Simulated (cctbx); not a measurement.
**Li2TlCuCl6 with cctbx, script by script**

Library: cctbx 2025.11. The data are simulated by the first script.

## 1. Simulate the data

run.py:

```python
from cctbx import adptbx, crystal, miller, sgtbx, xray
from cctbx.array_family import flex
from iotbx.shelx import hklf
from scitbx import matrix
import scitbx.random

cs = crystal.symmetry(unit_cell=(9.659, 9.659, 9.659, 90, 90, 90), space_group_symbol='Hall: -F 4 2 3')  # Fm-3m
atoms = [  # label, site, U (iso, or U11 U22 U33 U12 U13 U23 in A^2), occupancy
    ("Tl1", (0, 0, 0), (0.0043, 0.0043, 0.0043, -0.0000, 0.0000, -0.0000), 1),
    ("Cu1", (0.5, 0, 0), (0.0066, 0.0066, 0.0066, 0.0000, 0.0000, 0.0000), 1),
    ("Cl1", (0, 0, 0.7386), (0.0065, 0.0065, 0.0075, 0.0000, 0.0000, -0.0000), 1),
    ("Li1", (0.25, 0.75, 0.75), (0.0159, 0.0159, 0.0159, 0.0000, -0.0000, 0.0000), 1),
]
xs = xray.structure(crystal_symmetry=cs)
for label, site, u, occ in atoms:
    u = adptbx.u_cif_as_u_star(cs.unit_cell(), u) if isinstance(u, tuple) else u
    xs.add_scatterer(xray.scatterer(label, site=site, u=u, occupancy=occ))
xs.set_inelastic_form_factors(1.54184, "sasaki")
xs.show_summary()
p1 = xs.expand_to_p1()
ms = miller.build_set(p1, anomalous_flag=True, d_min=0.83)
flex.set_random_seed(544294)
scitbx.random.set_random_seed(544294)
ms = ms.select(flex.random_double(ms.size()) < 0.8)
i = ms.structure_factors_from_scatterers(p1, algorithm="direct").f_calc().as_intensity_array().data()
i = i / flex.sqrt(1 + 0.1 * i / flex.max(i))  # extinction
i = i * 70000 / flex.max(i)
sig = flex.sqrt(i + flex.pow2(0.015 * i) + 15 ** 2)
noise = scitbx.random.variate(scitbx.random.normal_distribution())(i.size())
data = ms.array(data=i + sig * noise, sigmas=sig).set_observation_type_xray_intensity()
with open("data.hkl", "w") as f:
    data.export_as_shelx_hklf(f)
print("reflections written:", data.size(), " <I/sigma> = %.1f" % flex.mean(data.data() / data.sigmas()))
for h, a, b in list(data.sort("data"))[:12]:
    print("%4d%4d%4d %9.1f %7.1f" % (h + (a, b)))
```

```console
$ python run.py
```

```text
Number of scatterers: 4
At special positions: 4
Unit cell: (9.659, 9.659, 9.659, 90, 90, 90)
Space group: F m -3 m (No. 225)
reflections written: 5268  <I/sigma> = 11.1
   0   0   4   70041.7  1082.9
  -4   0   0   68760.3  1082.9
   0  -4  -4   51552.0   781.1
   4   0   4   50568.5   781.1
   0  -4   4   50275.1   781.1
   0   4  -4   50258.8   781.1
   4   4   0   50135.8   781.1
   4   0  -4   49981.9   781.1
  -4   4   0   49364.8   781.1
   4  -4   0   49311.7   781.1
  -4   0   4   48319.0   781.1
   0  -2   0   45323.8   692.7
```

It took 0.24 s on 1 thread of Arm Neoverse V2 (shared host), peak memory 0.07 GiB.

## 2. Symmetry

run.py:

```python
from cctbx import crystal, sgtbx, statistics
from cctbx.array_family import flex
from iotbx.shelx import hklf

p1 = crystal.symmetry(unit_cell=(9.659, 9.659, 9.659, 90, 90, 90), space_group_symbol="P 1")
raw = hklf.reader(file_name="data.hkl").as_miller_arrays(crystal_symmetry=p1, anomalous=True)[0]
print(raw.size(), "reflections to d = %.3f A" % raw.d_min())
isig = raw.data() / raw.sigmas()
print("centring   violations  <I/sigma> of those")
best = "P"
for c in "ABCIRF":
    a = raw.customized_copy(space_group_info=sgtbx.space_group_info("Hall: %s 1" % c)).sys_absent_flags().data()
    m = flex.mean(isig.select(a))
    print("%5s %10d of %5d %8.1f" % (c, (isig.select(a) > 4).count(True), a.count(True), m))
    if (isig.select(a) > 4).count(True) < 0.01 * a.count(True):
        best = c
raw = raw.select(~raw.customized_copy(space_group_info=sgtbx.space_group_info("Hall: %s 1" % best)).sys_absent_flags().data())
isig = raw.data() / raw.sigmas()
rows = []
for s in sgtbx.space_group_symbol_iterator():
    g = sgtbx.space_group(s)
    if g.conventional_centring_type_symbol() != best or not g.is_compatible_unit_cell(p1.unit_cell(), 1e-3, 0.02):
        continue
    rows.append((s, g))
print("Laue class    unique    Rint  (classes that these axes allow; Friedel mates merged)")
rint = {}
for s, g in rows:
    laue = g.build_derived_patterson_group()
    key = laue.type().hall_symbol()
    if key not in rint:
        m = raw.customized_copy(space_group_info=laue.info(), anomalous_flag=False).merge_equivalents()
        rint[key] = m.r_int()
        print("%-14s %6d %7.3f" % (laue.type().lookup_symbol(), m.array().size(), m.r_int()))
floor = min(rint.values())
good = [(s, g) for s, g in rows if rint[g.build_derived_patterson_group().type().hall_symbol()] < 2 * floor + 0.03]
top = max(g.build_derived_patterson_group().order_z() for s, g in good)
print("space group    extra absences  I>4sigma  <I/sigma>")
for s, g in good:
    laue = g.build_derived_patterson_group()
    if laue.order_z() != top:
        continue
    a = raw.customized_copy(space_group_info=g.info()).sys_absent_flags().data()
    a &= ~raw.customized_copy(space_group_info=laue.info()).sys_absent_flags().data()
    bad = (isig.select(a) > 4).count(True)
    if bad <= 0.03 * a.count(True):
        print("%-16s %8d %10d %9s  %s" % (s.universal_hermann_mauguin(), a.count(True), bad, "%.1f" % flex.mean(isig.select(a)) if a.count(True) else "-", "centric" if g.is_centric() else "acentric"))
laue = max(good, key=lambda t: t[1].build_derived_patterson_group().order_z())[1].build_derived_patterson_group()
f = raw.customized_copy(space_group_info=laue.info(), anomalous_flag=False).merge_equivalents().array().eliminate_sys_absent().f_sq_as_f()
f.set_observation_type_xray_amplitude()
bins = max(3, min(8, f.size() // 12))
f.setup_binner(n_bins=bins)
w = statistics.wilson_plot(f, {e: n / laue.order_z() for e, n in {'Tl': 4.0, 'Cu': 4.0, 'Cl': 24.0, 'Li': 8.0}.items()}, e_statistics=True)
print("Wilson B = %.2f A^2   <|E^2-1|> = %.3f (0.968 centric, 0.736 acentric)   E^2>4: %.1f %%" % (w.wilson_b, w.mean_e_sq_minus_1, w.percent_e_sq_gt_2))
print("shell (A)         n   <I/sigma>")
m = raw.customized_copy(space_group_info=laue.info(), anomalous_flag=False).merge_equivalents().array().eliminate_sys_absent()
for b in m.setup_binner(n_bins=bins).range_used():
    sel = m.binner().selection(b)
    print("%5.2f - %4.2f %6d %8.1f" % (min(m.binner().bin_d_range(b)[0] if m.binner().bin_d_range(b)[0] > 0 else 99, 99), m.binner().bin_d_range(b)[1], sel.count(True), flex.mean((m.data() / m.sigmas()).select(sel))))
```

```console
$ python run.py
```

```text
5268 reflections to d = 0.834 A
centring   violations  <I/sigma> of those
    A          0 of  2650     -0.0
    B          0 of  2638      0.0
    C          0 of  2640     -0.0
    I        673 of  2637     10.2
    R        866 of  3502     11.1
    F          0 of  3964     -0.0
Laue class    unique    Rint  (classes that these axes allow; Friedel mates merged)
F m m m           245   0.014
F m -3             86   0.014
F m -3 m           64   0.014
space group    extra absences  I>4sigma  <I/sigma>
F 4 3 2                 0          0         -  acentric
F -4 3 m                0          0         -  acentric
F m -3 m                0          0         -  centric
Wilson B = 0.43 A^2   <|E^2-1|> = 0.587 (0.968 centric, 0.736 acentric)   E^2>4: 0.0 %
shell (A)         n   <I/sigma>
 5.58 - 1.43     18    171.6
 1.43 - 1.14     11    204.1
 1.14 - 1.00     11    191.4
 1.00 - 0.91     12    163.4
 0.91 - 0.84     12    210.9
```

Time: 0.27 s.

## 3. Charge flipping

run.py:

```python
import itertools
from cctbx import crystal, maptbx
from cctbx.array_family import flex
from iotbx.shelx import hklf
from smtbx.ab_initio import charge_flipping as cf

cs = crystal.symmetry(unit_cell=(9.659, 9.659, 9.659, 90, 90, 90), space_group_symbol='Hall: -F 4 2 3')  # Fm-3m
raw = hklf.reader(file_name="data.hkl").as_miller_arrays(crystal_symmetry=cs, anomalous=True)[0]
merged = raw.eliminate_sys_absent().merge_equivalents()
fo2 = merged.array().set_observation_type_xray_intensity()
f = fo2.average_bijvoet_mates().f_sq_as_f().resolution_filter(d_min=2.2)
p1 = f.expand_to_p1()
work = p1
flex.set_random_seed(40532)
it = cf.weak_reflection_improved_iterator(delta=None, weak_reflection_fraction=0.1)
it.start(work, phases=flex.random_double(p1.size()) * 6.2832, f_000=0)
it.delta = 1.1 * it.rho_map.sigma()
print("cycle      R  skewness")
for n, st in enumerate(itertools.islice(it, 100)):
    if n % 8 == 0:
        print("%5d %6.3f %8.2f" % (n, st.r1_factor(), st.rho_map.skewness()))
rho = p1.phase_transfer(it.f_calc).fft_map().apply_volume_scaling()
polish = cf.low_density_elimination_iterator(constant_rho_c=rho.sigma())
polish.start(f_obs=p1, phases=it.f_calc, f_000=0)
for _ in range(8):
    next(polish)
print("origin shift          correlation  skewness")
maps = []
for fc, shift, cc in itertools.islice(cf.f_calc_symmetrisations(f, polish.f_calc, 0), 4):
    m = f.phase_transfer(fc).fft_map(symmetry_flags=maptbx.use_space_group_symmetry, resolution_factor=0.25).apply_sigma_scaling()
    maps.append((m.skewness(), cc, m))
    print("%6.3f %6.3f %6.3f %10.3f %9.2f" % (tuple(shift) + (cc, m.skewness())))
skew, cc, m = max((t for t in maps if t[1] > maps[0][1] - 0.04), key=lambda t: t[0])
print("taken: symmetry correlation %.3f, skewness %.2f" % (cc, skew))
peaks = m.peak_search(parameters=maptbx.peak_search_parameters(min_distance_sym_equiv=0.9, max_clusters=9)).all()
sps = cs.special_position_settings(min_distance_sym_equiv=0.5)
print("peak      x       y       z  mult  height/sigma")
for k, (x, h) in enumerate(zip(peaks.sites(), peaks.heights())):
    ss = sps.site_symmetry(x)
    print("Q%-3d %7.4f %7.4f %7.4f %4d %8.1f" % ((k + 1,) + tuple(t % 1 for t in ss.exact_site()) + (ss.multiplicity(), h)))
```

```console
$ python run.py
```

```text
cycle      R  skewness
    0  0.623     0.28
    8  0.460     0.78
   16  0.589     0.84
   24  0.407     0.93
   32  0.541     1.03
   40  0.493     1.52
   48  0.459     1.13
   56  0.565     0.82
   64  0.523     0.94
   72  0.532     0.81
   80  0.473     0.92
   88  0.491     0.67
   96  0.465     0.84
origin shift          correlation  skewness
-0.079  0.282 -0.164      0.996      2.65
 0.365  0.054 -0.007      0.997     -0.34
 0.569  0.617  0.157      0.986      0.64
-0.027  0.071  0.041      0.993     -0.34
taken: symmetry correlation 0.996, skewness 2.65
peak      x       y       z  mult  height/sigma
Q1    0.0000  0.0000  0.0000    4      8.1
Q2    0.0000  0.0000  0.3138   24      2.0
Q3    0.2500  0.2500  0.2500    8      1.4
Q4    0.0000  0.2500  0.2500   24      0.7
```

Time: 0.45 s.

This run holds a fault made on purpose: resolution cut far too low for atomic peaks.

## 4. Charge flipping

run.py, as its changes from the last script of this kind:

```diff
@@ -11 +11 @@
-f = fo2.average_bijvoet_mates().f_sq_as_f().resolution_filter(d_min=2.2)
+f = fo2.average_bijvoet_mates().f_sq_as_f().resolution_filter(d_min=0.83)
```

```console
$ python run.py
```

```text
cycle      R  skewness
    0  0.480     0.24
    8  0.388     1.39
   16  0.404     2.12
   24  0.373     2.58
   32  0.379     2.94
   40  0.363     3.37
   48  0.358     3.62
   56  0.360     3.97
   64  0.347     4.70
   72  0.327     4.96
   80  0.331     4.88
   88  0.339     4.69
   96  0.332     4.87
origin shift          correlation  skewness
 0.392  0.316  0.473      0.802      0.30
 0.023  0.069  0.102      0.838      0.74
 0.144  0.068  0.222      0.805      0.17
 0.019  0.466  0.094      0.837      0.80
taken: symmetry correlation 0.837, skewness 0.80
peak      x       y       z  mult  height/sigma
Q1    0.0000  0.0000  0.5000    4      8.2
Q2    0.2500  0.2500  0.2500    8      6.0
Q3    0.0887  0.2500  0.2500   48      3.2
Q4    0.0000  0.1111  0.1893   96      2.6
Q5    0.1046  0.1046  0.1046   32      2.5
Q6    0.0000  0.1241  0.3041   96      2.4
Q7    0.0648  0.0648  0.4352   32      2.2
Q8    0.0000  0.0000  0.2581   24      2.2
Q9    0.1271  0.1271  0.3729   32      1.9
```

Time: 2.1 s.

## 5. Charge flipping

run.py, as its changes from the last script of this kind:

```diff
@@ -13,2 +13,3 @@
-work = p1
-flex.set_random_seed(40532)
+p1.setup_binner_counting_sorted(reflections_per_bin=max(40, p1.size() // 12))
+work = p1.array(data=p1.data() / p1.amplitude_quasi_normalisations().data())
+flex.set_random_seed(40533)
@@ -19,2 +20,2 @@
-for n, st in enumerate(itertools.islice(it, 100)):
-    if n % 8 == 0:
+for n, st in enumerate(itertools.islice(it, 200)):
+    if n % 16 == 0:
```

```console
$ python run.py
```

```text
cycle      R  skewness
    0  0.473     0.28
   16  0.388     1.69
   32  0.393     2.76
   48  0.354     4.92
   64  0.352     4.77
   80  0.314     5.12
   96  0.318     5.51
  112  0.304     5.24
  128  0.323     5.30
  144  0.315     5.71
  160  0.298     5.53
  176  0.291     5.48
  192  0.297     5.68
origin shift          correlation  skewness
 0.339  0.160  0.400      0.892      7.37
 0.090  0.410  0.149      0.891     12.84
 0.057 -0.003  0.258      0.834      1.30
 0.072  0.104  0.477      0.893      0.57
taken: symmetry correlation 0.891, skewness 12.84
peak      x       y       z  mult  height/sigma
Q1    0.0000  0.0000  0.0000    4     32.9
Q2    0.0000  0.0000  0.5000    4      9.6
Q3    0.0000  0.0000  0.2702   24      6.3
Q4    0.0000  0.0000  0.3790   24      1.1
Q5    0.1238  0.1238  0.1238   32      0.9
Q6    0.0000  0.0000  0.1171   24      0.9
Q7    0.1883  0.1883  0.1883   32      0.9
Q8    0.1289  0.2500  0.2500   48      0.7
Q9    0.2500  0.2500  0.2500    8      0.7
```

Time: 2.1 s.

## 6. Refinement (model from the peaks)

run.py:

```python
import math
from cctbx import adptbx, crystal, maptbx, sgtbx, xray
from cctbx.array_family import flex
from cctbx.xray import observations
from iotbx.shelx import hklf
from scitbx.lstbx import normal_eqns_solving
from smtbx import absolute_structure, utils
from smtbx.refinement import constraints, least_squares

cs = crystal.symmetry(unit_cell=(9.659, 9.659, 9.659, 90, 90, 90), space_group_symbol='Hall: -F 4 2 3')  # Fm-3m
atoms = [  # label, site, U (iso, or U11 U22 U33 U12 U13 U23 in A^2), occupancy
    ("Tl1", (0, 0, 0), 0.0200, 1),
    ("Cu1", (0, 0, 0.5), 0.0200, 1),
    ("Cl1", (0, 0, 0.2702), 0.0200, 1),
    ("Li1", (0.25, 0.25, 0.25), 0.0200, 1),
]
xs = xray.structure(crystal_symmetry=cs)
for label, site, u, occ in atoms:
    u = adptbx.u_cif_as_u_star(cs.unit_cell(), u) if isinstance(u, tuple) else u
    xs.add_scatterer(xray.scatterer(label, site=site, u=u, occupancy=occ))
xs.set_inelastic_form_factors(1.54184, "sasaki")
raw = hklf.reader(file_name="data.hkl").as_miller_arrays(crystal_symmetry=cs, anomalous=True)[0]
merged = raw.eliminate_sys_absent().merge_equivalents()
fo2 = merged.array().set_observation_type_xray_intensity()
print("Rint %.3f, %d unique reflections to %.2f A" % (merged.r_int(), fo2.size(), fo2.d_min()))
for sc in xs.scatterers():
    sc.flags.set_grad_site(True)
    sc.flags.set_grad_u_aniso(sc.flags.use_u_aniso())
    sc.flags.set_grad_u_iso(sc.flags.use_u_iso())
obs = fo2.as_xray_observations()
extra = {}
rep = constraints.reparametrisation(xs, [], utils.connectivity_table(xs), **extra)
ls = least_squares.crystallographic_ls(obs, rep, weighting_scheme=least_squares.mainstream_shelx_weighting(a=0, b=0))
print("cycle     R1     wR2    GooF  max shift (A)")
for cycle in range(6):
    ls.build_up()
    r1, wr2, goof = ls.r1_factor(cutoff_factor=2)[0], ls.wR2(), ls.goof()
    old = xs.sites_cart()
    normal_eqns_solving.levenberg_marquardt_iterations(ls, n_max_iterations=3, tau=0.0001, step_threshold=1e-7)
    big = flex.max((xs.sites_cart() - old).norms())
    print("%4d %7.4f %7.4f %7.3f %9.5f" % (cycle + 1, r1, wr2, goof, big))
    ls.build_up(objective_only=True)
    if abs(ls.wR2() - wr2) < 5e-5 and big < 5e-4:
        break
ls.build_up()
print("final R1 %.4f wR2 %.4f GooF %.3f  parameters %d  data/parameter %.1f" % (ls.r1_factor(cutoff_factor=2)[0], ls.wR2(), ls.goof(), ls.n_parameters, fo2.size() / ls.n_parameters))
cov = ls.covariance_matrix_and_annotations()
su = dict(zip(cov.annotations, (math.sqrt(max(v, 0)) for v in cov.matrix.matrix_packed_u_diagonal())))
a2 = cs.unit_cell().reciprocal_parameters()[0] ** -2
print("atom        x        y        z      Ueq    occ   su(xyz)  su(Uiso or U11)")
for sc in xs.scatterers():
    s = max(su.get(sc.label + k, 0) for k in (".x", ".y", ".z"))
    npd = "" if sc.is_positive_definite_u(cs.unit_cell()) else "  NPD"
    print("%-5s %8.5f %8.5f %8.5f %8.4f %6.3f %8.5f %7.4f%s" % ((sc.label,) + sc.site + (sc.u_iso_or_equiv(cs.unit_cell()), sc.occupancy, s, su.get(sc.label + ".uiso", su.get(sc.label + ".u11", 0) * a2), npd)))
fo = fo2.f_sq_as_f()
fc = fo.structure_factors_from_scatterers(xs, algorithm="direct").f_calc()
diff = fo.f_obs_minus_f_calc(1 / math.sqrt(ls.scale_factor()), fc).average_bijvoet_mates()
m = diff.fft_map(symmetry_flags=maptbx.use_space_group_symmetry, resolution_factor=0.25).apply_volume_scaling()
print("difference map: max %.2f min %.2f rms %.2f" % (m.statistics().max(), m.statistics().min(), m.statistics().sigma()))
peaks = m.peak_search(parameters=maptbx.peak_search_parameters(min_distance_sym_equiv=0.6, max_clusters=5)).all()
near = xs.closest_distances(peaks.sites(), distance_cutoff=4)
sps = cs.special_position_settings(min_distance_sym_equiv=0.5)
for k, (x, h) in enumerate(zip(peaks.sites(), peaks.heights())):
    ss = sps.site_symmetry(x)
    print("Q%-3d %7.4f %7.4f %7.4f %4d %7.2f  %.2f A from %s" % ((k + 1,) + tuple(t % 1 for t in ss.exact_site()) + (ss.multiplicity(), h, near.smallest_distances[k], xs.scatterers()[near.i_seqs[k]].label)))
```

```console
$ python run.py
```

```text
Rint 0.014, 64 unique reflections to 0.84 A
cycle     R1     wR2    GooF  max shift (A)
   1  0.1362  0.3036  63.283   0.08488
   2  0.0048  0.0077   1.613   0.00000
final R1 0.0048 wR2 0.0077 GooF 1.613  parameters 5  data/parameter 12.8
atom        x        y        z      Ueq    occ   su(xyz)  su(Uiso or U11)
Tl1    0.00000  0.00000  0.00000   0.0041  1.000  0.00000  0.0001
Cu1    0.00000  0.00000  0.50000   0.0067  1.000  0.00000  0.0001
Cl1    0.00000  0.00000  0.26141   0.0068  1.000  0.00004  0.0001
Li1    0.25000  0.25000  0.25000   0.0146  1.000  0.00000  0.0012
difference map: max 0.10 min -0.38 rms 0.05
Q1    0.1083  0.1083  0.3917   32    0.10  1.81 A from Cu1
Q2    0.1590  0.1590  0.3410   32    0.09  1.52 A from Li1
Q3    0.0947  0.0947  0.2083   96    0.08  1.39 A from Cl1
Q4    0.1797  0.1797  0.1797   32    0.08  1.18 A from Li1
Q5    0.0000  0.1300  0.1300   48    0.07  1.78 A from Tl1
```

It took 0.4 s on 1 thread of Arm Neoverse V2 (shared host), peak memory 0.09 GiB.

[Logs are printed without paths, hosts, clocks, repeated set-up lines and the standing remarks that a program may print on its own settings, such as how far it seeks lower states.]
